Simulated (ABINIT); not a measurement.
# SrSiS3 (Pm-3m): from the cell to the phonon bands, part 2 of 5

How does SrSiS3 (Pm-3m) vibrate, and is this structure a minimum?

ABINIT 10.8.3; DFT PBEsol, scalar-relativistic, plane waves, PseudoDojo norm-conserving pseudopotentials.

So far. Step 5 (Relaxing the cell and atoms): The volume changes by +0.1 % in this run and stands +19.9 % from the first cell. The relaxed cell has a = 4.617 Å (conventional setting).

The structure was built from a prototype and need not be the compound's stable phase.

## 7. Zone-centre response

At q = 0 one unit cell holds all displacements. The response is solved for single atoms along the cell's directions, and symmetry skips those that follow from others. The crystal is treated as a metal, which screens a static field, so no field response is asked.

File dfpt_gamma.abi:

```

# common to the responses
getwfk_filepath "gso_WFK"
kptopt 2
nqpt 1
qpt 0.0 0.0 0.0
asr 0
chneut 0

# displacements
rfphon 1
rfatpol 1 5
rfdir 1 1 1
tolvrs 1.0d-10
prtwf 0

# basis, mesh and filling
ecut 28.0
ngkpt 6 6 6
nshiftk 1
shiftk 0.0 0.0 0.0
istwfk *1
occopt 7
tsmear 0.01
nband 24
nstep 100
diemac 1000000.0
prtebands 0
prtgsr 0
useylm 1

# cell and atoms
acell 3*1.0 Angstrom
rprim 
    4.617079295 0.0 0.0
    0.0 4.617079295 0.0
    0.0 0.0 4.617079295
ntypat 3
znucl 38 14 16
natom 5
typat 1 2 3 3 3
xred 
    0.0 0.0 0.0
    0.5 0.5 0.5
    0.5 0.5 0.0
    0.5 0.0 0.5
    0.0 0.5 0.5
pp_dirpath "./pseudo"
pseudos "Sr.upf, Si.upf, S.upf"
```

Launch:

```bash
> OMP_NUM_THREADS=1 mpirun -n 4 abinit dfpt_gamma.abi > dfpt_gamma.log
```

Numbers of over 12 decimals in the logs are rounded to 6 here.

dfpt_gamma.abo, the main output file:

```text
[banners, grids, parts of the stress and lines that vanish by symmetry left out]
- input  file    -> dfpt_gamma.abi
- output file    -> dfpt_gamma.abo
- root for input  files -> dfpt_gammai
- root for output files -> dfpt_gammao

 Symmetries : space group Pm -3 m (#221); Bravais cP (primitive cubic)
================================================================================
 Values of the parameters that define the memory need of the present run (RF).
     intxc =       0      iscf =       7    lmnmax =      18     lnmax =       6
     mgfft =      45  mpssoang =       3    mqgrid =    3001     natom =       5
  nloc_mem =       1    nspden =       1   nspinor =       1    nsppol =       1
      nsym =      48    n1xccc =    2501    ntypat =       3    occopt =       7
   xclevel =       2
-    mband =          24        mffmem =           1         mkmem =          28
-   mkqmem =          28        mk1mem =          28           mpw =        4726
      nfft =       91125          nkpt =         112
- my_mband =          24
================================================================================
================================================================================

--------------------------------------------------------------------------------
------------- Echo of variables that govern the present computation ------------
--------------------------------------------------------------------------------
-
- outvars: echo of selected default values
-   iomode0 =  0 , fftalg0 =312 , wfoptalg0 =  0
-
- outvars: echo of global parameters not present in the input file
-  max_nthreads =    1
-
 -outvars: echo values of preprocessed input variables
 [... echo left out ...]
================================================================================

 chkinp: Checking input parameters for consistency.

[...]
== DATASET  1 ==================================================================
-   mpi_nproc: 4, omp_nthreads: 1 (-1 if OMP is not activated)

--- !DatasetInfo
iteration_state: {dtset: 1, }
dimensions: {natom: 5, nkpt: 112, mband: 24, nsppol: 1, nspinor: 1, nspden: 1, mpw: 4726, }
cutoff_energies: {ecut:  28.0, pawecutdg:  -1.0, }
electrons: {nelect:   3.20000000E+01, charge:   0.00000000E+00, occopt:   7.00000000E+00, tsmear:   1.00000000E-02, }
meta: {optdriver: 1, rfphon: 1, }
...

 mkfilename: getwfk from: gso_WFK

 Real(R)+Recip(G) space primitive vectors, cartesian coordinates (Bohr,Bohr^-1):
 R(1)=  8.7250154  0.0000000  0.0000000  G(1)=  0.1146130  0.0000000  0.0000000
 R(2)=  0.0000000  8.7250154  0.0000000  G(2)=  0.0000000  0.1146130  0.0000000
 R(3)=  0.0000000  0.0000000  8.7250154  G(3)=  0.0000000  0.0000000  0.1146130
 Unit cell volume ucvol=  6.6419959E+02 bohr^3
 Angles (23,13,12)=  9.00000000E+01  9.00000000E+01  9.00000000E+01 degrees
 setup1 : take into account q-point for computing boxcut.

 getcut: wavevector=  0.0000  0.0000  0.0000  ngfft=  45  45  45
         ecut(hartree)=     28.000   => boxcut(ratio)=   2.11710

--- Pseudopotential description ------------------------------------------------
- pspini: atom type   1  psp file is ./pseudo/Sr.upf

- pspini: atom type   2  psp file is ./pseudo/Si.upf

- pspini: atom type   3  psp file is ./pseudo/S.upf

   1.48750145E+03                                ecore*ucvol(ha*bohr**3)
--------------------------------------------------------------------------------

 ==>  initialize data related to q vector <==

 The list of irreducible perturbations for this q vector is:
    1)    idir= 1    ipert=   1
    2)    idir= 1    ipert=   2
    3)    idir= 1    ipert=   3
    4)    idir= 3    ipert=   3

[...]
The perturbation idir=   2  ipert=   1 is
 symmetric of a previously calculated perturbation.
 So, its SCF calculation is not needed.

 The perturbation idir=   3  ipert=   1 is
 symmetric of a previously calculated perturbation.
 So, its SCF calculation is not needed.

 The perturbation idir=   2  ipert=   2 is
 symmetric of a previously calculated perturbation.
 So, its SCF calculation is not needed.

 The perturbation idir=   3  ipert=   2 is
 symmetric of a previously calculated perturbation.
 So, its SCF calculation is not needed.

[...]
The perturbation idir=   2  ipert=   5 is
 symmetric of a previously calculated perturbation.
 So, its SCF calculation is not needed.

 The perturbation idir=   3  ipert=   5 is
 symmetric of a previously calculated perturbation.
 So, its SCF calculation is not needed.

--------------------------------------------------------------------------------
 Perturbation wavevector (in red.coord.)   0.000000  0.000000  0.000000
 Perturbation : displacement of atom   1   along direction   1
 Found     8 symmetries that leave the perturbation invariant.

[...]
dfpt_looppert : total number of electrons, from k and k+q
  fully or partially occupied states are    3.200000E+01 and    3.200000E+01.
 Initialisation of the first-order wave-functions :
  ireadwf=   0

--- !BeginCycle
iteration_state: {dtset: 1, }
solver: {iscf: 7, nstep: 100, nline: 4, wfoptalg: 0, }
tolerances: {tolvrs: 1.00E-10, }
...

     iter   2DEtotal(Ha)        deltaE(Ha) residm    vres2
-ETOT  1   2.895784     -1.895E+03 9.330E+00 3.057E+03
 ETOT  2   1.047613     -1.848E+00 4.770E-01 5.937E+01
 ETOT  3   1.017650     -2.996E-02 6.471E-02 2.729E+01
 ETOT  4   1.011797     -5.853E-03 2.356E-02 9.847E-02
 ETOT  5   1.011766     -3.102E-05 5.145E-03 9.462E-03
[...]
At SCF step   11       vres2   =  9.60E-11 < tolvrs=  1.00E-10 =>converged.
[...]
Mean square residual over all n,k,spin=   81.679E-08; max=  66.301E-05

 Thirteen components of 2nd-order total energy (hartree) are
 1,2,3: 0th-order hamiltonian combined with 1st-order wavefunctions
     kin0=   1.39656160E+03 eigvalue=   1.91723662E+02  local=  -1.24522837E+03
 4,5,6: 1st-order hamiltonian combined with 1st and 0th-order wfs
 loc psp =  -1.60168845E+03  Hartree=   5.43391623E+02     xc=  -1.41282772E+02
 note that "loc psp" includes a xc core correction that could be resolved
 7,8,9: eventually, occupation + non-local contributions
    edocc=   1.87582230E+02     enl0=   9.64270647E+02   enl1=  -2.19234878E+03
 1-9 gives the relaxation energy (to be shifted if some occ is /=2.0)
   erelax=  -1.89701862E+03
 10,11,12 Non-relaxation  contributions : frozen-wavefunctions and Ewald
 fr.local=   7.11604552E+02 fr.nonlo=   1.09769172E+03  Ewald=   1.05619739E+02
 13,14 Frozen wf xc core corrections (1) and (2)
 frxc 1  =  -2.24739752E+02  frxc 2 =   2.07854124E+02
 Resulting in :
 2DEtotal=    0.1011763456E+01 Ha. Also 2DEtotal=    0.275314861900E+02 eV
    (2DErelax=   -1.8970186199E+03 Ha. 2DEnonrelax=    1.8980303834E+03 Ha)
    (  non-var. 2DEtotal :    1.0117641619E+00 Ha)

[...]
Perturbation wavevector (in red.coord.)   0.000000  0.000000  0.000000
 Perturbation : displacement of atom   2   along direction   1
 Found     8 symmetries that leave the perturbation invariant.

[...]
dfpt_looppert : total number of electrons, from k and k+q
  fully or partially occupied states are    3.200000E+01 and    3.200000E+01.
 Initialisation of the first-order wave-functions :
  ireadwf=   0

--- !BeginCycle
iteration_state: {dtset: 1, }
solver: {iscf: 7, nstep: 100, nline: 4, wfoptalg: 0, }
tolerances: {tolvrs: 1.00E-10, }
...

     iter   2DEtotal(Ha)        deltaE(Ha) residm    vres2
-ETOT  1   1.665134     -1.223E+02 7.722E-01 4.083E+03
[...]
At SCF step   11       vres2   =  3.96E-11 < tolvrs=  1.00E-10 =>converged.
[...]
Mean square residual over all n,k,spin=   78.250E-09; max=  48.207E-06

 Thirteen components of 2nd-order total energy (hartree) are
 1,2,3: 0th-order hamiltonian combined with 1st-order wavefunctions
     kin0=   1.06922958E+02 eigvalue=  -2.40300481E+00  local=  -6.05717194E+01
 4,5,6: 1st-order hamiltonian combined with 1st and 0th-order wfs
 loc psp =  -8.89587269E+01  Hartree=   3.27305223E+01     xc=  -8.22058519E+00
 note that "loc psp" includes a xc core correction that could be resolved
 7,8,9: eventually, occupation + non-local contributions
    edocc=   7.96109137E+00     enl0=   4.73267941E+01   enl1=  -1.58533385E+02
 1-9 gives the relaxation energy (to be shifted if some occ is /=2.0)
   erelax=  -1.23746056E+02
 10,11,12 Non-relaxation  contributions : frozen-wavefunctions and Ewald
 fr.local=  -1.68040499E+01 fr.nonlo=   8.98343747E+01  Ewald=   5.37700489E+01
 13,14 Frozen wf xc core corrections (1) and (2)
 frxc 1  =  -1.04732660E+01  frxc 2 =   7.58876952E+00
 Resulting in :
 2DEtotal=    0.1698216166E+00 Ha. Also 2DEtotal=    0.462108160170E+01 eV
    (2DErelax=   -1.2374605555E+02 Ha. 2DEnonrelax=    1.2391587717E+02 Ha)
    (  non-var. 2DEtotal :    1.6982126366E-01 Ha)

[...]
Perturbation wavevector (in red.coord.)   0.000000  0.000000  0.000000
 Perturbation : displacement of atom   3   along direction   1
 Found     4 symmetries that leave the perturbation invariant.

[...]
dfpt_looppert : total number of electrons, from k and k+q
  fully or partially occupied states are    3.200000E+01 and    3.200000E+01.
 Initialisation of the first-order wave-functions :
  ireadwf=   0

--- !BeginCycle
iteration_state: {dtset: 1, }
solver: {iscf: 7, nstep: 100, nline: 4, wfoptalg: 0, }
tolerances: {tolvrs: 1.00E-10, }
...

     iter   2DEtotal(Ha)        deltaE(Ha) residm    vres2
-ETOT  1   1.354462     -5.540E+02 1.989E+00 2.254E+03
[...]
At SCF step   12       vres2   =  8.39E-12 < tolvrs=  1.00E-10 =>converged.
[...]
Mean square residual over all n,k,spin=   56.065E-08; max=  48.057E-05

 Thirteen components of 2nd-order total energy (hartree) are
 1,2,3: 0th-order hamiltonian combined with 1st-order wavefunctions
     kin0=   4.95773605E+02 eigvalue=  -1.98915545E+01  local=  -3.45346088E+02
 4,5,6: 1st-order hamiltonian combined with 1st and 0th-order wfs
 loc psp =  -4.06030298E+02  Hartree=   1.54760125E+02     xc=  -4.30891704E+01
 note that "loc psp" includes a xc core correction that could be resolved
 7,8,9: eventually, occupation + non-local contributions
    edocc=   2.37069422E+01     enl0=   2.89002990E+02   enl1=  -7.03803401E+02
 1-9 gives the relaxation energy (to be shifted if some occ is /=2.0)
   erelax=  -5.54916850E+02
 10,11,12 Non-relaxation  contributions : frozen-wavefunctions and Ewald
 fr.local=   1.63091768E+02 fr.nonlo=   3.60324371E+02  Ewald=   4.54417031E+01
 13,14 Frozen wf xc core corrections (1) and (2)
 frxc 1  =  -6.49580287E+01  frxc 2 =   5.14412891E+01
 Resulting in :
 2DEtotal=    0.4242529283E+00 Ha. Also 2DEtotal=    0.115445102968E+02 eV
    (2DErelax=   -5.5491684971E+02 Ha. 2DEnonrelax=    5.5534110264E+02 Ha)
    (  non-var. 2DEtotal :    4.2425318936E-01 Ha)

[...]
Perturbation wavevector (in red.coord.)   0.000000  0.000000  0.000000
 Perturbation : displacement of atom   3   along direction   3
 Found     8 symmetries that leave the perturbation invariant.

--------------------------------------------------------------------------------

--------------------------------------------------------------------------------

 dfpt_looppert : total number of electrons, from k and k+q
  fully or partially occupied states are    3.200000E+01 and    3.200000E+01.
 Initialisation of the first-order wave-functions :
  ireadwf=   0

--- !BeginCycle
iteration_state: {dtset: 1, }
solver: {iscf: 7, nstep: 100, nline: 4, wfoptalg: 0, }
tolerances: {tolvrs: 1.00E-10, }
...

     iter   2DEtotal(Ha)        deltaE(Ha) residm    vres2
-ETOT  1   9.717951     -5.405E+02 4.768E+00 1.222E+04
[...]
ETOT 11   5.452676      1.171E-11 1.159E-03 2.823E-10
 ETOT 12   5.452676     -2.274E-11 5.369E-04 6.072E-12

 At SCF step   12       vres2   =  6.07E-12 < tolvrs=  1.00E-10 =>converged.
[...]
Mean square residual over all n,k,spin=   63.399E-08; max=  53.685E-05

 Thirteen components of 2nd-order total energy (hartree) are
 1,2,3: 0th-order hamiltonian combined with 1st-order wavefunctions
     kin0=   4.75564669E+02 eigvalue=  -1.22199135E+01  local=  -3.13058865E+02
 4,5,6: 1st-order hamiltonian combined with 1st and 0th-order wfs
 loc psp =  -4.39509635E+02  Hartree=   1.66438086E+02     xc=  -4.10639689E+01
 note that "loc psp" includes a xc core correction that could be resolved
 7,8,9: eventually, occupation + non-local contributions
    edocc=   3.44240974E+01     enl0=   2.34685746E+02   enl1=  -6.50030067E+02
 1-9 gives the relaxation energy (to be shifted if some occ is /=2.0)
   erelax=  -5.44769851E+02
 10,11,12 Non-relaxation  contributions : frozen-wavefunctions and Ewald
 fr.local=   1.02335929E+02 fr.nonlo=   3.26573661E+02  Ewald=   1.33798584E+02
 13,14 Frozen wf xc core corrections (1) and (2)
 frxc 1  =  -6.53274720E+01  frxc 2 =   5.28418254E+01
 Resulting in :
 2DEtotal=    0.5452676065E+01 Ha. Also 2DEtotal=    0.148374874472E+03 eV
    (2DErelax=   -5.4476985096E+02 Ha. 2DEnonrelax=    5.5022252702E+02 Ha)
    (  non-var. 2DEtotal :    5.4526756580E+00 Ha)

[...]
---- first-order wavefunction calculations are completed ----

 ==> Compute Derivative Database <==

 [... matrices left out ...]
  Phonon wavevector (reduced coordinates) :  0.00000  0.00000  0.00000
 Phonon energies in Hartree :
  -5.514186E-04 -5.514186E-04 -5.514186E-04  1.093249E-05  1.093249E-05
   1.093249E-05  2.049143E-04  2.049143E-04  2.049143E-04  3.762517E-04
   3.762517E-04  3.762517E-04  1.289668E-03  1.289668E-03  1.289668E-03
 Phonon frequencies in cm-1    :
- -1.210224E+02 -1.210224E+02 -1.210224E+02  2.399404E+00  2.399404E+00
-  2.399404E+00  4.497348E+01  4.497348E+01  4.497348E+01  8.257771E+01
-  8.257771E+01  8.257771E+01  2.830493E+02  2.830493E+02  2.830493E+02

== END DATASET(S) ==============================================================
================================================================================

 -outvars: echo values of variables after computation
            acell      1.8897261259E+00  1.8897261259E+00  1.8897261259E+00 Bohr
           etotal      5.4526760647E+00
            fcart      0.0000000000E+00  0.0000000000E+00  0.0000000000E+00
           strten      0.0000000000E+00  0.0000000000E+00  0.0000000000E+00
================================================================================
```

The job ended after 4.7 min (4 MPI ranks of Arm Neoverse V1, shared host; 19 min of CPU time).

This step gave:

```
largest acoustic frequency at the zone centre before the sum rule : 2.4 cm⁻¹
highest optical zone-centre mode (no LO-TO term)                  : 283.1 cm⁻¹
lowest optical zone-centre mode                                   : -121.0 cm⁻¹
```

The acoustic modes at Γ come out as far as 2.4 cm⁻¹ from zero, where they should vanish, a small numerical error. The lowest optical mode is imaginary, 121i cm⁻¹, an instability at this level and on this k mesh.

[end of part 2 of 5]

[Host names and launcher messages were left out of these logs when they were recorded.]

[Logs are printed without paths, hosts, clocks, repeated set-up lines and the standing remarks that a program may print on its own settings, such as how far it seeks lower states.]

[Hosts, paths, dates, database ids (printed as entryN), source tags and the programs' standing remarks are cut or masked in the printed files.]
